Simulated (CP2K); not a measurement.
Two runs for the C K edge of methylcyclopropane. Run A: CP2K XAS_TDP, all-electron GAPW, PBEh(45%), aug-cc-pVDZ, TDA, no relativity. Run B differs in one setting.

First lines with a strength over 0.0015. A:

```tsv
atom	energy (eV)	states	strength, one atom
C1 (bonded to C and 3 H)	283.64	1	0.0065
	284.24	1	0.0165
	284.37	1	0.0179
	285.20	1	0.0042
	285.24	1	0.0052
C2 (bonded to 3 C and H)	284.12	1	0.0113
	285.06	1	0.0043
	285.08	1	0.0032
	285.31	1	0.0328
	286.02	1	0.0028
C3 (bonded to 2 C and 2 H), 2 alike	283.91	1	0.0062
	284.21	1	0.0147
	284.65	1	0.0074
	285.24	1	0.0214
	285.49	1	0.0107
```

B:

```tsv
atom	energy (eV)	states	strength, one atom
C1 (bonded to C and 3 H)	270.01	1	0.0031
	270.14	1	0.0026
	272.52	1	0.0093
	272.79	1	0.0018
	272.94	1	0.0125
C2 (bonded to 3 C and H)	271.59	1	0.0051
	271.68	1	0.0048
	271.83	1	0.0027
	272.72	1	0.0020
	272.90	1	0.0048
C3 (bonded to 2 C and 2 H), 2 alike	269.20	1	0.0018
	270.96	1	0.0019
	271.43	1	0.0056
	271.60	1	0.0017
	272.27	1	0.0018
```

Which was it: the basis, the functional, scalar relativity switched on, GW2X switched on?

The functional (functional from PBEh(45%) to PBE; the lines alone don't name the new value). A functional moves all lines by electronvolts and changes their spacings and strengths. Against PBEh(45%) in aug-cc-pVDZ, the leading line moves by -13.63 eV, to 270.01 eV; the strength of C1's goes from 0.0065 to 0.0031. For C2 and C3 the rule picks another line of the list in the two runs, so no shift is given. The next line of C1 over the strength cut lies 0.13 eV higher, against 0.60.

[Banner, clock and machine lines of the logs are left out without a mark of their own.]

[Logs are printed without paths, hosts, clocks, repeated set-up lines and the standing remarks that a program may print on its own settings, such as how far it seeks lower states.]

[Hosts, paths, dates, database ids (printed as entryN), source tags and the programs' standing remarks are cut or masked in the printed files.]
